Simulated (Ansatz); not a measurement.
## LuHg3: relaxing a made-up structure

This structure for LuHg3 is made up. Its elements were placed in a known structure type with a cell scaled to their sizes. What cell does the guess relax to, and how far off was it?

Program: Ansatz 0.2.0. Level of theory: DFT, PBE, plane-wave PAW, default files, scalar-relativistic, no spin, cell and ions relaxed at zero pressure, in the first sound run; inputs show where later runs differ. Results are calculated unless marked as measured.

## (1) Starting point

It takes space group Fm-3m (No. 225, cubic). Conventional cell: a = 7.319 Å, b = 7.319 Å, c = 7.319 Å, α = 90.00°, β = 90.00°, γ = 90.00°. Nearest to Hg lie 4 Lu at 3.17 Å and 4 Hg at 3.17 Å. Hg has 8 Hg at 3.17 Å nearest. Nearest to Lu lie 8 Hg at 3.17 Å. Farther neighbours are not listed.

## (2) Relaxation of the guess

The guessed cell has no reason to be at equilibrium. It is relaxed with the atoms, within the space group of the guess.

Contents of input.yaml:

```yaml
crystal:
  lattice:
    - [0.0, 3.6595, 3.6595]
    - [3.6595, 0.0, 3.6595]
    - [3.6595, 3.6595, 0.0]
  atoms:
    - { symbol: Hg, position: [0.75, 0.75, 0.75] }
    - { symbol: Hg, position: [0.5, 0.5, 0.5] }
    - { symbol: Hg, position: [0.25, 0.25, 0.25] }
    - { symbol: Lu, position: [0.0, 0.0, 0.0] }
kpoints:
  mp_grid: { grid: [6, 6, 6] }
scf:
  occupations: { method: fermi_dirac, width: 0.05 }
hamiltonian:
  xc: pbe
  pseudopotentials: { kind: paw }
relax:
  f_tol: 0.015
  max_steps: 70
  cell: {}
output:
  forces: true
  stress: true
```

On the command line:

```
> ansatz run input.yaml --threads 4 --pin off --max-ram 8192MiB --backend cpu --events-out ev --progress --plain --runs-dir out
```

Numbers of over 12 decimals in the logs are rounded to 6 here.

Log:

```text
Engine: ansatz 0.2.0, aarch64-unknown-linux-gnu
Pseudopotentials: kind: paw
Pseudopotential: Hg, paw, valence charge 20, recommended cutoff 420 eV (normal), Hg.paw.azcp
Pseudopotential: Lu, paw, valence charge 25, recommended cutoff 420 eV (normal), Lu.paw.azcp
Functional definition: PBE
  parameter kappa = 0.804
  parameter beta = 0.066725
  exchange = pbe_x(kappa = kappa, mu = beta*pi^2/3)
  correlation = pbe_c(beta = beta)
Crystal: 4 atoms, lattice volume = 98.016 Å³
Basis set: ecut = 420 eV, 1917 PW (Γ), exchange–correlation on 72×72×72 points (8 copies of the dense FFT grid, shifted against one another)
Bands: 51, of which v1, the nominal top of the filled ones, is band 43 counted from 1 (42 counted from 0)
Symmetry: 48 space group operations
Space group: Fm-3m (ITA 225), of the structure as read, at distance tolerance 4.6e-5 Å
k-points: 16 of 216
Non-local potential: Hg, projectors of the file, l = 0: 3, l = 1: 2, l = 2: 2, l = 3: 1
Non-local potential: Lu, projectors of the file, l = 0: 3, l = 1: 2, l = 2: 2, l = 3: 3
PAW form: soft (Blöchl's): semilocal exchange-correlation on the pseudo side does not see the compensation charge
PAW one-centre angular grid: Hg, 590 points (default); XC on 64 Gauss nodes
PAW one-centre angular grid: Lu, 590 points (default); XC on 64 Gauss nodes
Initial density: superposition of atomic densities (neutral atoms: chi_scale 0, normalization atom), corrected by the library's trained network
Initial wavefunctions: pseudopotential atomic-orbital guess
Functional: x = pbe(κ = 0.804, μ = 0.219515), c = pbe(β = 0.066725)
SCF iter   1: F=—  HF=-56173.670170 eV  |F-HF|=—  |Δ(HF+E_count)|=         —  Δρ=2.22e-3  dr2=7.99e-3  ethr=1.77e-3  ⟨swp⟩=6.6  Hψ=3567  notcnv=0
preconditioner: auto → Resta (q_TF=auto, 2.664 Å⁻¹)  ε∞=7.1  [insulator: Δε(μ)=0.155 eV  Ē_g=11.665 eV  σ=0.050 eV  W_gap=0.64  n_scr=26 (ndim 8)  ℏωp=28.8 eV  f_vac=0.000  D(μ)=1.22/eV (n_scr^D=8)  ε∞_Penn≈7.1]
SCF iter   2: F=—  HF=-56173.667037 eV  |F-HF|=—  |Δ(HF+E_count)|=   3.13e-3  Δρ=1.15e-3  dr2=2.05e-3  ethr=9.40e-6  ⟨swp⟩=2.6  Hψ=1678  notcnv=0  defer=19
SCF iter   3: F=—  HF=-56173.666904 eV  |F-HF|=—  |Δ(HF+E_count)|=   1.34e-4  Δρ=4.35e-4  dr2=1.19e-4  ethr=2.42e-6  ⟨swp⟩=2.1  Hψ=1237  notcnv=0  defer=19
SCF iter   4: F=—  HF=-56173.666747 eV  |F-HF|=—  |Δ(HF+E_count)|=   1.57e-4  Δρ=2.95e-4  dr2=5.22e-5  ethr=1.40e-7  ⟨swp⟩=3.0  Hψ=1639  notcnv=0  defer=19
SCF iter   5: F=—  HF=-56173.666764 eV  |F-HF|=—  |Δ(HF+E_count)|=   1.74e-5  Δρ=8.87e-5  dr2=9.57e-6  ethr=6.14e-8  ⟨swp⟩=2.2  Hψ=1413  notcnv=0  defer=19
SCF iter   6: F=—  HF=-56173.666763 eV  |F-HF|=—  |Δ(HF+E_count)|=   1.12e-6  Δρ=3.21e-5  dr2=7.83e-7  ethr=1.13e-8  ⟨swp⟩=2.1  Hψ=1389  notcnv=0  defer=19
SCF iter   7: F=—  HF=-56173.666763 eV  |F-HF|=—  |Δ(HF+E_count)|=   1.39e-7  Δρ=9.92e-6  dr2=1.09e-7  ethr=9.21e-10  ⟨swp⟩=3.1  Hψ=1708  notcnv=0  defer=19
SCF iter   8: F=-56173.666763 eV  HF=-56173.666763 eV  |F-HF|=3.07e-8  |Δ(HF+E_count)|=   7.42e-9  Δρ=5.32e-6  dr2=3.16e-8  ethr=1.18e-10  ⟨swp⟩=5.7  Hψ=3733  notcnv=0
SCF 1 converged in 8 iterations: F = -56173.666763 eV  dr2 = 3.16e-8
  greatest PAW one-centre occupation: 1.000 electrons in one spin orbital (limit 2), on the Hg atom at site 2 (counted from 0), in its partial waves of l = 0
relax step   1: F+E_penalty+E_count = -56173.66676321 eV  Δ(F+E_penalty+E_count) = +0.000e0 eV  max|allowed force component| = 7.228e-18 eV/Å  Δτ_max = 0.0000 Å  P = -2.559 GPa  Ω = 98.016 Å³  (8 SCF iters, dr2 threshold 1.00e-7 eV, accepted)
Crystal: 4 atoms, lattice volume = 92.003 Å³
Basis set: ecut = 420 eV, 1807 PW (Γ), exchange–correlation on 72×72×72 points (8 copies of the dense FFT grid, shifted against one another)
Initial density: handed on by an earlier stage of this run
Initial wavefunctions: those handed on with the density
iter 1 solved again at ethr=1.40e-4 eV; its pass at ethr=3.10e-3 eV (dr2=1.19e-1 eV) is discarded
SCF iter   1: F=—  HF=-56173.739817 eV  |F-HF|=—  |Δ(HF+E_count)|=         —  Δρ=7.14e-3  dr2=1.20e-1  ethr=1.40e-4  ⟨swp⟩=2.1  Hψ=5096  notcnv=0
preconditioner: auto → Kerker (q_TF=auto, 2.693 Å⁻¹)  [metal: Δε(μ)=0.116 eV  Ē_g=11.876 eV  σ=0.050 eV  W_gap=0.49  n_scr=26 (ndim 8)  ℏωp=29.7 eV  f_vac=0.000  D(μ)=1.37/eV (n_scr^D=8)]
SCF iter   2: F=—  HF=-56173.715286 eV  |F-HF|=—  |Δ(HF+E_count)|=   2.45e-2  Δρ=3.93e-3  dr2=4.26e-2  ethr=1.40e-4  ⟨swp⟩=3.1  Hψ=1202  notcnv=0
preconditioner: auto → Resta (q_TF=auto, 2.693 Å⁻¹)  ε∞=7.3  [insulator: Δε(μ)=0.118 eV  Ē_g=11.885 eV  σ=0.050 eV  W_gap=0.50  n_scr=26 (ndim 8)  ℏωp=29.7 eV  f_vac=0.000  D(μ)=1.31/eV (n_scr^D=8)  ε∞_Penn≈7.3]
SCF iter   3: F=—  HF=-56173.708924 eV  |F-HF|=—  |Δ(HF+E_count)|=   6.36e-3  Δρ=2.33e-3  dr2=4.56e-3  ethr=5.01e-5  ⟨swp⟩=2.1  Hψ=1522  notcnv=0  defer=38
SCF iter   4: F=—  HF=-56173.703232 eV  |F-HF|=—  |Δ(HF+E_count)|=   5.69e-3  Δρ=1.37e-3  dr2=1.26e-3  ethr=5.37e-6  ⟨swp⟩=3.0  Hψ=1639  notcnv=0  defer=38
SCF iter   5: F=—  HF=-56173.703335 eV  |F-HF|=—  |Δ(HF+E_count)|=   1.03e-4  Δρ=6.50e-4  dr2=4.75e-4  ethr=1.48e-6  ⟨swp⟩=2.2  Hψ=1641  notcnv=0  defer=38
SCF iter   6: F=—  HF=-56173.703159 eV  |F-HF|=—  |Δ(HF+E_count)|=   1.76e-4  Δρ=1.39e-4  dr2=1.44e-5  ethr=5.59e-7  ⟨swp⟩=2.4  Hψ=1604  notcnv=0  defer=38
SCF iter   7: F=—  HF=-56173.703136 eV  |F-HF|=—  |Δ(HF+E_count)|=   2.32e-5  Δρ=7.93e-5  dr2=4.78e-6  ethr=1.69e-8  ⟨swp⟩=2.8  Hψ=1606  notcnv=0  defer=38
SCF iter   8: F=-56173.703134 eV  HF=-56173.703134 eV  |F-HF|=6.61e-8  |Δ(HF+E_count)|=   1.62e-6  Δρ=8.73e-6  dr2=9.51e-8  ethr=4.71e-10  ⟨swp⟩=5.6  Hψ=4820  notcnv=0
SCF 2 converged in 8 iterations: F = -56173.703134 eV  dr2 = 9.51e-8
relax step   2: F+E_penalty+E_count = -56173.70313393 eV  Δ(F+E_penalty+E_count) = -3.637e-2 eV  max|allowed force component| = 1.937e-17 eV/Å  Δτ_max = 0.0000 Å  P = +0.992 GPa  Ω = 92.003 Å³  energy of the carried Pulay correction = +2.050e-3 eV  (8 SCF iters, dr2 threshold 4.00e-7 eV, accepted)
Crystal: 4 atoms, lattice volume = 93.607 Å³
Basis set: ecut = 420 eV, 1837 PW (Γ), exchange–correlation on 72×72×72 points (8 copies of the dense FFT grid, shifted against one another)
iter 1 solved again at ethr=1.07e-5 eV; its pass at ethr=3.10e-3 eV (dr2=9.10e-3 eV) is discarded
SCF iter   1: F=—  HF=-56173.709763 eV  |F-HF|=—  |Δ(HF+E_count)|=         —  Δρ=1.97e-3  dr2=9.34e-3  ethr=1.07e-5  ⟨swp⟩=2.8  Hψ=4465  notcnv=0
preconditioner: auto → Resta (q_TF=auto, 2.685 Å⁻¹)  ε∞=7.2  [insulator: Δε(μ)=0.130 eV  Ē_g=11.849 eV  σ=0.050 eV  W_gap=0.55  n_scr=26 (ndim 8)  ℏωp=29.5 eV  f_vac=0.000  D(μ)=1.20/eV (n_scr^D=8)  ε∞_Penn≈7.2]
SCF iter   2: F=—  HF=-56173.707516 eV  |F-HF|=—  |Δ(HF+E_count)|=   2.25e-3  Δρ=8.23e-4  dr2=1.83e-3  ethr=1.07e-5  ⟨swp⟩=2.6  Hψ=1251  notcnv=0
SCF iter   3: F=—  HF=-56173.707026 eV  |F-HF|=—  |Δ(HF+E_count)|=   4.90e-4  Δρ=3.69e-4  dr2=1.99e-4  ethr=2.15e-6  ⟨swp⟩=2.4  Hψ=1470  notcnv=0
SCF iter   4: F=—  HF=-56173.706881 eV  |F-HF|=—  |Δ(HF+E_count)|=   1.45e-4  Δρ=2.19e-4  dr2=3.45e-5  ethr=2.34e-7  ⟨swp⟩=3.0  Hψ=1693  notcnv=0
SCF iter   5: F=—  HF=-56173.706878 eV  |F-HF|=—  |Δ(HF+E_count)|=   3.34e-6  Δρ=6.19e-5  dr2=2.43e-6  ethr=4.06e-8  ⟨swp⟩=2.4  Hψ=1486  notcnv=0
SCF iter   6: F=-56173.706878 eV  HF=-56173.706878 eV  |F-HF|=9.05e-8  |Δ(HF+E_count)|=   2.63e-7  Δρ=8.36e-6  dr2=1.04e-7  ethr=4.71e-10  ⟨swp⟩=6.2  Hψ=4143  notcnv=0
SCF 3 converged in 6 iterations: F = -56173.706878 eV  dr2 = 1.04e-7
relax step   3: F+E_penalty+E_count = -56173.70687757 eV  Δ(F+E_penalty+E_count) = -3.744e-3 eV  max|allowed force component| = 3.643e-17 eV/Å  Δτ_max = 0.0000 Å  P = -0.111 GPa  Ω = 93.607 Å³  energy of the carried Pulay correction = +1.490e-3 eV  (6 SCF iters, dr2 threshold 4.00e-7 eV, accepted)
Crystal: 4 atoms, lattice volume = 93.442 Å³
iter 1 solved again at ethr=7.63e-8 eV; its pass at ethr=3.10e-3 eV (dr2=6.49e-5 eV) is discarded
SCF iter   1: F=—  HF=-56173.706989 eV  |F-HF|=—  |Δ(HF+E_count)|=         —  Δρ=1.96e-4  dr2=9.12e-5  ethr=7.63e-8  ⟨swp⟩=3.1  Hψ=3853  notcnv=0
preconditioner: auto → Resta (q_TF=auto, 2.686 Å⁻¹)  ε∞=7.2  [insulator: Δε(μ)=0.128 eV  Ē_g=11.845 eV  σ=0.050 eV  W_gap=0.54  n_scr=26 (ndim 8)  ℏωp=29.5 eV  f_vac=0.000  D(μ)=1.21/eV (n_scr^D=8)  ε∞_Penn≈7.2]
SCF iter   2: F=—  HF=-56173.706975 eV  |F-HF|=—  |Δ(HF+E_count)|=   1.42e-5  Δρ=8.26e-5  dr2=1.74e-5  ethr=7.63e-8  ⟨swp⟩=2.4  Hψ=1212  notcnv=0
SCF iter   3: F=—  HF=-56173.706997 eV  |F-HF|=—  |Δ(HF+E_count)|=   2.21e-5  Δρ=4.68e-5  dr2=2.54e-6  ethr=2.04e-8  ⟨swp⟩=2.0  Hψ=1348  notcnv=0
SCF iter   4: F=—  HF=-56173.706995 eV  |F-HF|=—  |Δ(HF+E_count)|=   2.49e-6  Δρ=2.64e-5  dr2=4.85e-7  ethr=2.99e-9  ⟨swp⟩=3.0  Hψ=1717  notcnv=0
SCF iter   5: F=—  HF=-56173.706995 eV  |F-HF|=—  |Δ(HF+E_count)|=   2.37e-8  Δρ=5.18e-6  dr2=2.49e-8  ethr=3.65e-11  ⟨swp⟩=5.8  Hψ=5024  notcnv=0
SCF iter   6: F=-56173.706995 eV  HF=-56173.706995 eV  |F-HF|=7.92e-9  |Δ(HF+E_count)|=   1.51e-8  Δρ=3.53e-6  dr2=9.90e-9  ethr=2.93e-11  ⟨swp⟩=5.7  Hψ=3716  notcnv=0
SCF 4 converged in 6 iterations: F = -56173.706995 eV  dr2 = 9.90e-9
relax step   4: F+E_penalty+E_count = -56173.70699453 eV  Δ(F+E_penalty+E_count) = -1.170e-4 eV  max|allowed force component| = 4.395e-17 eV/Å  Δτ_max = 0.0000 Å  P = -0.004 GPa  Ω = 93.442 Å³  energy of the carried Pulay correction = +1.547e-3 eV  (6 SCF iters, dr2 threshold 3.10e-8 eV, accepted)
Initial wavefunctions: pseudopotential atomic-orbital guess (no wavefunctions were taken with the density)
iter 1 solved again at ethr=5.81e-9 eV; its pass at ethr=3.10e-3 eV (dr2=4.94e-6 eV) is discarded
SCF iter   1: F=—  HF=-56173.705476 eV  |F-HF|=—  |Δ(HF+E_count)|=         —  Δρ=1.18e-4  dr2=2.36e-6  ethr=5.81e-9  ⟨swp⟩=5.7  Hψ=7451  notcnv=0
preconditioner: auto → Resta (q_TF=auto, 2.686 Å⁻¹)  ε∞=7.2  [insulator: Δε(μ)=0.128 eV  Ē_g=11.846 eV  σ=0.050 eV  W_gap=0.54  n_scr=26 (ndim 8)  ℏωp=29.5 eV  f_vac=0.000  D(μ)=1.21/eV (n_scr^D=8)  ε∞_Penn≈7.2]
SCF iter   2: F=—  HF=-56173.705478 eV  |F-HF|=—  |Δ(HF+E_count)|=   2.58e-6  Δρ=6.18e-5  dr2=7.15e-7  ethr=2.77e-9  ⟨swp⟩=2.4  Hψ=1613  notcnv=0
SCF iter   3: F=—  HF=-56173.705479 eV  |F-HF|=—  |Δ(HF+E_count)|=   3.71e-7  Δρ=2.96e-5  dr2=1.44e-7  ethr=8.41e-10  ⟨swp⟩=2.6  Hψ=1482  notcnv=0
SCF iter   4: F=—  HF=-56173.705479 eV  |F-HF|=—  |Δ(HF+E_count)|=   7.08e-8  Δρ=6.59e-6  dr2=9.12e-9  ethr=1.70e-10  ⟨swp⟩=2.4  Hψ=1556  notcnv=0
SCF iter   5: F=—  HF=-56173.705479 eV  |F-HF|=—  |Δ(HF+E_count)|=   8.15e-9  Δρ=9.56e-7  dr2=2.65e-10  ethr=1.07e-11  ⟨swp⟩=2.4  Hψ=1488  notcnv=0
SCF iter   6: F=—  HF=-56173.705479 eV  |F-HF|=—  |Δ(HF+E_count)|=  1.60e-10  Δρ=1.50e-7  dr2=6.65e-12  ethr=1.00e-12  ⟨swp⟩=7.0  Hψ=4569  notcnv=0
SCF iter   7: F=-56173.705479 eV  HF=-56173.705479 eV  |F-HF|=1.46e-11  |Δ(HF+E_count)|=  2.18e-11  Δρ=4.37e-8  dr2=8.28e-13  ethr=1.00e-12  ⟨swp⟩=5.1  Hψ=3297  notcnv=0
SCF 5 converged in 7 iterations: F = -56173.705479 eV  dr2 = 8.28e-13
relax step   5: F+E_penalty+E_count = -56173.70547862 eV  Δ(F+E_penalty+E_count) = +1.516e-3 eV  max|allowed force component| = 4.452e-17 eV/Å  Δτ_max = 0.0000 Å  P = -0.007 GPa  Ω = 93.442 Å³  stress off target by 6.83e-3 GPa  SCF on the basis re-selected at this cell (its energy is not comparable with the rows above)  (7 SCF iters)
basis re-selected at this cell: Δ(F+E_penalty+E_count) = +1.516e-3 eV, ΔP = -0.002 GPa vs the last step (what re-selecting the basis moved, of the pressure what is left beyond the Pulay correction that the steps carried, after the strain that the cell walked since its last selection, with what the two solves' SCF thresholds leave and, on support functions, any second-order correction that the steps lacked; it is no m [...]
SCF converged after 7 iterations
Free energy (F): -56173.705479 eV
Harris-Foulkes:  -56173.705479 eV  (|F-HF|=1.46e-11)
Internal energy: -56173.694899 eV  (E = F + TS)
E sigma→0 (E₀):  -56173.700189 eV
Entropy (-TS):   -0.010579 eV (-2.645 meV/atom)
Fermi energy:    16.150389 eV
--- Per-component energies (eV) ---
  E_band       = -1077.793239
  E_kinetic    = 2228.179223
  E_local      = -13710.857911  (includes V_loc(G=0)·N_el)
  E_nonlocal   = 788.607859
  E_hartree    = 5815.656371
  E_xc         = -881.759071
  E_vxc        = -1048.395920  (∫ρ·V_xc dr)
  E_paw        = -37204.130044  (= ΣΔE_a)
  E_vpaw       = -966.641996  (= ΣTr[D̂ρ^β])
  E_aug_tail   = 0.002772  (compensation charges beyond the density's cutoff)
  E_ewald      = -13209.394098
  E_smearing   = -0.010579  (= −TS)
  E_closure    = -0.000000  (closes the sum)
  Σ components = -56173.705479   (vs F -56173.705479, Δ=0.00e0)
--- Forces (eV/Å), atoms counted from 1 ---
  atom   1  Hg    -0.00000000    -0.00000000    -0.00000000
  atom   2  Hg     0.00000000    -0.00000000     0.00000000
  atom   3  Hg     0.00000000     0.00000000     0.00000000
  atom   4  Lu    -0.00000000     0.00000000     0.00000000
  max |Σ_I F_I| component: 6.94e-18 eV/Å
--- Stress (GPa, compression-positive) ---
       -0.006830      -0.000000      -0.000000
       -0.000000      -0.006830       0.000000
       -0.000000      -0.000000      -0.006830
  P = ⅓ Tr σ = -0.0068 GPa (-0.068 kbar)
--- Relaxed structure (4 steps of the walk, 4 accepted, 1 SCFs on fresh bases) ---
  F+E_penalty+E_count = -56173.70547862 eV   max|allowed force component| = 4.452e-17 eV/Å   (the final SCF, on the basis selected at the relaxed cell)
  cell:  # Å, volume = 93.4422 Å³
    - [0, 3.601674, 3.601674]
    - [3.601674, 0, 3.601674]
    - [3.601674, 3.601674, 0]
  atoms:
    - { symbol: Hg, position: [0.75, 0.75, 0.75] }
    - { symbol: Hg, position: [0.500000, 0.500000, 0.500000] }
    - { symbol: Hg, position: [0.250000, 0.250000, 0.250000] }
    - { symbol: Lu, position: [0, 0, 0] }
```

It took 6 s on 4 threads of Arm Neoverse V2, shared host; peak memory 0.47 GiB; 20 s of CPU time.

Step by step:

| step | energy less that of the first step (eV) | largest force component (eV/Å) | pressure (GPa) | volume (Å³) |
| --- | --- | --- | --- | --- |
| 1 | 0.0000 | 0.0000 | -2.56 | 98.02 |
| 2 | -0.0364 | 0.0000 | 0.99 | 92.00 |
| 3 | -0.0401 | 0.0000 | -0.11 | 93.61 |
| 4 | -0.0402 | 0.0000 | 0.00 | 93.44 |
| 5* | -0.0387 | 0.0000 | -0.01 | 93.44 |

Relaxation steps marked * repeat the geometry before them on a plane-wave basis chosen anew for their cell, so energy and pressure can jump there.

The run keeps the 48 symmetry operations that it works with, so distortions that break them were not tested.

| conventional cell, symmetrised | before | after | change |
| --- | --- | --- | --- |
| a (Å) | 7.319 | 7.203 | -1.6 % |
| b (Å) | 7.319 | 7.203 | -1.6 % |
| c (Å) | 7.319 | 7.203 | -1.6 % |
| volume (Å³/atom) | 24.50 | 23.36 | -4.7 % |

This step gave:

- free energy: -56173.7055 eV
- energy at zero smearing: -56173.7002 eV
- smearing term TS: 0.01058 eV
- Fermi energy: 16.15 eV
- electrons: 85
- symmetry operations: 48
- pressure: -0.006830 GPa

The shortest distance of each pair, which need not be the same contact before and after:

| pair | guess (Å) | relaxed (Å) |
| --- | --- | --- |
| Hg–Hg | 3.169 | 3.119 |
| Hg–Lu | 3.169 | 3.119 |
| Lu–Lu | 5.175 | 5.094 |

The relaxation ends with a pressure of -0.01 GPa.

(Part 1 of 2 ends here.)

[Logs are printed without paths, hosts, clocks, repeated set-up lines and the standing remarks that a program may print on its own settings, such as how far it seeks lower states.]

[Hosts, paths, dates, database ids (printed as entryN), source tags and the programs' standing remarks are cut or masked in the printed files.]
